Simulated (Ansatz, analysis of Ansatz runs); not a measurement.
# How large a cell does a hop of H in K2NaCl3 (P-3m1) need?

How far must a hopping H in K2NaCl3 (P-3m1) stand from its periodic copies before the barrier settles? The case: H turning about Cl, charge +1; the series starts with a cell of 24 host atoms with 1 H put in.

Method: plane-wave PAW DFT, PBEsol; nudged elastic band between two relaxed defect structures at fixed charge in a uniform background, in Ansatz 0.2.0.

## (1) Starting point

The cell holds 25 atoms: 8 K, 4 Na, 12 Cl and 1 H. Cell: a = 8.503 Å, b = 8.503 Å, c = 10.514 Å, α = 90.0°, β = 90.0°, γ = 120.0°. It derives from K2NaCl3 (space group P-3m1). Nearest the centre at fractional (0.362, 0.638, 0.954): Cl11 at 0.85 Å, H25 at 1.15 Å, Na21 at 2.40 Å, Cl22 at 2.61 Å, Na9 at 2.82 Å, Cl4 at 3.02 Å, Na15 at 3.06 Å, Cl10 at 3.50 Å. The cell carries charge +1.

The cell's shortest repeat is 8.5 Å.

## (2) The band in the smallest cell

In each cell both ends are relaxed first and a climbing-image band joins them. Strain fields of neighbouring copies, and their charges if any, can act otherwise on the top of the path than on its ends, so the barrier may drift with size.

Input file qp1_c24k8s.neb/input.yaml:

```yaml
crystal:
  lattice:
    - [8.50280966, 0.0, 0.0]
    - [-4.25140483, 7.36364917, 0.0]
    - [0.0, 0.0, 10.51350475]
  atoms:
    - { symbol: K, position: [0.16110746, 0.32978245, 0.67064137] }
    - { symbol: K, position: [0.33148999, 0.16579341, 0.32577261] }
    - { symbol: Na, position: [0.00620254, 0.00315228, -0.0113961] }
    - { symbol: Cl, position: [0.16489781, 0.32765574, 0.13856775] }
    - { symbol: Cl, position: [0.326536, 0.16333024, 0.84408453] }
    - { symbol: Cl, position: [-0.00155035, -0.00072471, 0.49568105] }
    - { symbol: K, position: [0.16109384, 0.83141767, 0.67064827] }
    - { symbol: K, position: [0.31950599, 0.65981671, 0.32256113] }
    - { symbol: Na, position: [-0.01129943, 0.49436851, 0.00670789] }
    - { symbol: Cl, position: [0.16489148, 0.83735528, 0.13854061] }
    - { symbol: Cl, position: [0.36454059, 0.68229206, 0.88014848] }
    - { symbol: Cl, position: [-0.00290918, 0.49858217, 0.49984697] }
    - { symbol: K, position: [0.66381017, 0.33197373, 0.66957622] }
    - { symbol: K, position: [0.83432933, 0.16793253, 0.32500411] }
    - { symbol: Na, position: [0.49773083, 0.04234219, -0.00217933] }
    - { symbol: Cl, position: [0.66900441, 0.33453982, 0.15162995] }
    - { symbol: Cl, position: [0.83003051, 0.16983838, 0.85673648] }
    - { symbol: Cl, position: [0.49762491, -0.00709821, 0.49765331] }
    - { symbol: K, position: [0.67567801, 0.83789399, 0.67267181] }
    - { symbol: K, position: [0.83433842, 0.66646863, 0.32500434] }
    - { symbol: Na, position: [0.49777044, 0.45552052, -0.00216585] }
    - { symbol: Cl, position: [0.62819604, 0.81417868, 0.11406194] }
    - { symbol: Cl, position: [0.83002466, 0.66028236, 0.85675759] }
    - { symbol: Cl, position: [0.49763073, 0.50485905, 0.49764849] }
    - { symbol: H, position: [0.49585826, 0.74798615, 0.99721703] }
total_charge: 1
basis:
  ecutwfc: 420
  xc_grid: 2
hamiltonian:
  xc: pbesol
kpoints:
  mp_grid: { grid: [2, 2, 2], shift: [0.5, 0.5, 0.5] }
scf:
  occupations: { method: fixed }
  max_iter: 120
output:
  forces: true
neb:
  images: 3
  f_tol: 0.04
  climbing: true
  initial_path: idpp
  max_iterations: 45
  order_check: false
  final_atoms:
    - { symbol: K, position: [0.16109876, 0.32336652, 0.67261157] }
    - { symbol: K, position: [0.33252045, 0.16461565, 0.32484712] }
[... 1 atom line left out ...]
    - { symbol: Cl, position: [0.18470233, 0.37066756, 0.11437806] }
[... 3 atom lines left out ...]
    - { symbol: K, position: [0.339239, 0.67976859, 0.3227737] }
    - { symbol: Na, position: [-0.04354493, 0.5009466, -0.00219116] }
    - { symbol: Cl, position: [0.16159129, 0.83411308, 0.13865822] }
    - { symbol: Cl, position: [0.31652068, 0.63398966, 0.88039206] }
[... 3 atom lines left out ...]
    - { symbol: Na, position: [0.50434939, 0.00987059, 0.00660795] }
[... 3 atom lines left out ...]
    - { symbol: K, position: [0.66905205, 0.83770697, 0.67066499] }
[... 1 atom line left out ...]
    - { symbol: Na, position: [0.54346442, 0.50121429, -0.00198335] }
    - { symbol: Cl, position: [0.67135635, 0.83423187, 0.13869408] }
    - { symbol: Cl, position: [0.83562518, 0.67249263, 0.84433542] }
[... 1 atom line left out ...]
    - { symbol: H, position: [0.2507801, 0.50265751, 0.99734395] }
```

On the command line:

```console
$ ansatz run input.yaml --threads 32 --pin off --max-ram 84787MiB --backend cuda --events-out ev --progress --plain --runs-dir out --max-vram 78GiB
```

Numbers of over 12 decimals in the logs are rounded to 6 here.

Output:

```text
[... repeated set-up lines and file paths are left out, and long positions are rounded to six places ...]
Warning: neb: disabling space-group detection — the band's intermediate images generally break the endpoint symmetry, so no spatial operation reduces the k-mesh or symmetrises the density, except that a semilocal band can use its path's symmetry ahead of [...]
Engine: ansatz 0.2.0, aarch64-unknown-linux-gnu
Pseudopotentials: kind: paw
Pseudopotential: K, paw, valence charge 9, recommended cutoff 420 eV (normal), K.paw.azcp
Pseudopotential: Na, paw, valence charge 9, recommended cutoff 420 eV (normal), Na.paw.azcp
Pseudopotential: Cl, paw, valence charge 7, recommended cutoff 420 eV (normal), Cl.paw.azcp
Pseudopotential: H, paw, valence charge 1, recommended cutoff 420 eV (normal), H.paw.azcp
Functional definition: PBEsol
  exchange = pbesol_x
  correlation = pbesol_c
parallel-image band execution: 3 concurrent image workers
NEB image 0
[...]
Crystal: 25 atoms, lattice volume = 658.268 Å³
Basis set: ecut = 420 eV, 12893 PW (Γ), exchange–correlation on 120×120×144 points (8 copies of the dense FFT grid, shifted against one another)
Bands: 121, of which v1, the nominal top of the filled ones, is band 96 counted from 1 (95 counted from 0)
Symmetry: 1 space group operations
k-points: 4 of 8 (time reversal used)
Non-local potential: K, projectors of the file, l = 0: 3, l = 1: 2, l = 2: 2
Non-local potential: Na, projectors of the file, l = 0: 3, l = 1: 2, l = 2: 1
Non-local potential: Cl, projectors of the file, l = 0: 2, l = 1: 2, l = 2: 2
Non-local potential: H, projectors of the file, l = 0: 2, l = 1: 1
PAW form: soft (Blöchl's): semilocal exchange-correlation on the pseudo side does not see the compensation charge
PAW frozen core: K, regenerated for the run's functional, and the local potential with it (the file was generated under x = pbe(κ = 0.804, μ = 0.219515), c = pbe(β = 0.066725))
PAW frozen core: Na, regenerated for the run's functional, and the local potential with it (the file was generated under x = pbe(κ = 0.804, μ = 0.219515), c = pbe(β = 0.066725))
PAW frozen core: Cl, regenerated for the run's functional, and the local potential with it (the file was generated under x = pbe(κ = 0.804, μ = 0.219515), c = pbe(β = 0.066725))
PAW one-centre angular grid: K, 110 points (default); XC on 64 Gauss nodes
PAW one-centre angular grid: Na, 110 points (default); XC on 64 Gauss nodes
PAW one-centre angular grid: Cl, 110 points (default); XC on 64 Gauss nodes
PAW one-centre angular grid: H, 110 points (default); XC on 64 Gauss nodes
Initial density: superposition of atomic densities (neutral atoms scaled as one to the charged cell's electrons: chi_scale 0, normalization atom), corrected by the library's trained network
Initial wavefunctions: pseudopotential atomic-orbital guess
[...]
SCF 4 converged in 8 iterations: F = -30824.508014 eV  dr2 = 1.68e-8
[...]
SCF 5 converged in 8 iterations: F = -30824.758230 eV  dr2 = 1.69e-8
[...]
SCF 6 converged in 7 iterations: F = -30824.981172 eV  dr2 = 3.57e-8
[...]
SCF 7 converged in 7 iterations: F = -30824.749616 eV  dr2 = 2.43e-8
[...]
SCF 8 converged in 7 iterations: F = -30824.982439 eV  dr2 = 3.58e-8
[...]
SCF 20 converged in 5 iterations: F = -30825.018473 eV  dr2 = 2.97e-8
[...]
SCF 21 converged in 4 iterations: F = -30825.017217 eV  dr2 = 2.67e-8
[...]
SCF 22 converged in 4 iterations: F = -30824.808626 eV  dr2 = 8.94e-8
[...]
SCF 23 converged in 4 iterations: F = -30825.018288 eV  dr2 = 2.84e-8
[...]
SCF converged after 4 iterations
[...]
k-point 3: bands = ["-47.5439", "-47.5013", "-47.5011", "-47.4041", [... 50 left out ...] "-9.1048", "-9.0955", "-9.0689", "-8.9916"]
this run last wrote the band of iteration 7 to <dir>
--- NEB band (5 images, 7 band iterations, 140 SCF iterations) ---
  forward barrier  = 0.342027 eV
  backward barrier = 0.342037 eV
  climbing image's point = of an order that was not read
  energies are F+E_penalty+E_count in eV, relative to image 0
  image     s (Å)  Δ vs image 0  max|band force component| (eV/Å)
      0    0.0000      0.000000                                 —
      1    0.6460      0.133435                          2.087e-3
  *   2    1.2919      0.342027                          6.537e-3
      3    1.9398      0.132365                          3.141e-3
      4    2.5877     -0.000011                                 —
  climbing-image geometry (image 2):
  cell:  # Å, volume = 658.2685 Å³
    - [8.50280966, 0.0, 0.0]
    - [-4.25140483, 7.36364917, 0.0]
    - [0.0, 0.0, 10.51350475]
  atoms:
    - { symbol: K, position: [0.158787, 0.319792, 0.670198] }
    - { symbol: K, position: [0.331997, 0.168726, 0.322087] }
    - { symbol: Na, position: [-0.000216, -0.000825, -0.006567] }
    - { symbol: Cl, position: [0.184733, 0.358897, 0.126798] }
    - { symbol: Cl, position: [0.335383, 0.164346, 0.851663] }
    - { symbol: Cl, position: [-0.000698, -0.000364, 0.492086] }
    - { symbol: K, position: [0.160014, 0.838933, 0.665807] }
    - { symbol: K, position: [0.330108, 0.668837, 0.324599] }
    - { symbol: Na, position: [-0.030882, 0.487772, 0.006194] }
    - { symbol: Cl, position: [0.166114, 0.832815, 0.136175] }
    - { symbol: Cl, position: [0.333092, 0.665817, 0.874240] }
    - { symbol: Cl, position: [0.001225, 0.498926, 0.499978] }
    - { symbol: K, position: [0.666550, 0.332396, 0.669819] }
    - { symbol: K, position: [0.836069, 0.162882, 0.319958] }
    - { symbol: Na, position: [0.511156, 0.029801, 0.006200] }
    - { symbol: Cl, position: [0.669650, 0.329282, 0.154908] }
    - { symbol: Cl, position: [0.831238, 0.167695, 0.855608] }
    - { symbol: Cl, position: [0.500020, -0.002276, 0.499976] }
    - { symbol: K, position: [0.679143, 0.840152, 0.670198] }
    - { symbol: K, position: [0.830216, 0.666938, 0.322089] }
    - { symbol: Na, position: [0.526262, 0.472684, 0.001603] }
    - { symbol: Cl, position: [0.640017, 0.814181, 0.126792] }
    - { symbol: Cl, position: [0.834600, 0.663568, 0.851660] }
    - { symbol: Cl, position: [0.496223, 0.502717, 0.502075] }
    - { symbol: H, position: [0.354429, 0.644439, 0.998008] }
```

Run time: 5.9 s. Hardware: 1 × NVIDIA GB200 with 32 threads of Arm Neoverse V2, shared host; peak memory 1.7 GiB; 35 s of CPU time.

The column dr2 measures how far the density is from self-consistency, as an energy; F and HF (Harris–Foulkes) agree once it is small.

Images along the path:

```
image  path (Å)  energy (eV)       H25: x, y, z (Å)
    0     0.000       0.0000   1.036, 5.508, 10.484
    1     0.646       0.1334   0.644, 5.165, 10.481
    2     1.292       0.3420   0.274, 4.745, 10.493
    3     1.940       0.1324   0.096, 4.213, 10.481
    4     2.588       0.0000  -0.005, 3.701, 10.486
```

## (3) The series

The other cells are run alike, on 1 × NVIDIA GB200 with 32 threads of Arm Neoverse V2, shared host.

```
host atoms  shortest repeat (Å)                k-points  forward (eV)  backward (eV)  hop length (Å)  iterations  time of the band  peak memory (GiB)
        24                  8.5    a 2×2×2 shifted mesh         0.342          0.342            2.08           7               6 s                1.7
        54                 10.5   the zone centre alone         0.329          0.329            2.11           7               7 s                1.8
        54                 10.5  one point at (¼, ¼, ¼)         0.326          0.326            2.11           7               8 s                2.2
       108                 12.8  one point at (¼, ¼, ¼)         0.333          0.333            2.11           7              19 s                3.8
```

Energies along each band (eV from the start):

| host atoms | k-points | energies |
| --- | --- | --- |
| 24 | a 2×2×2 shifted mesh | 0.000, 0.133, 0.342, 0.132, 0.000 |
| 54 | the zone centre alone | 0.000, 0.122, 0.329, 0.122, 0.000 |
| 54 | one point at (¼, ¼, ¼) | 0.000, 0.122, 0.326, 0.122, 0.000 |
| 108 | one point at (¼, ¼, ¼) | 0.000, 0.117, 0.333, 0.120, 0.000 |

## (4) Outcome

```
barrier, 24 atoms, a 2×2×2 shifted mesh    : 0.342 eV
barrier, 54 atoms, the zone centre alone   : 0.329 eV
barrier, 54 atoms, one point at (¼, ¼, ¼)  : 0.326 eV
barrier, 108 atoms, one point at (¼, ¼, ¼) : 0.333 eV
```

What this shows: The largest cell gives a barrier of 0.33 eV and the first set-up 0.34 eV; over the series the values spread by 0.02 eV. The last two differ by 0.007 eV, but the values don't run one way, so that doesn't show that the series has settled. From 24 atoms on it stays within 0.05 eV of the last value, at 32 % of the last band's time. One k-point samples cells of unlike shape differently, so the spread mixes size with sampling. No image-charge correction is applied. The order of the top as a saddle was not checked for all atoms, so a bent path could be lower. What this leaves open: one k-point off the zone centre stands for the whole zone.

[Logs are printed without paths, hosts, clocks, repeated set-up lines and the standing remarks that a program may print on its own settings, such as how far it seeks lower states.]

[Hosts, paths, dates, database ids (printed as entryN), source tags and the programs' standing remarks are cut or masked in the printed files.]
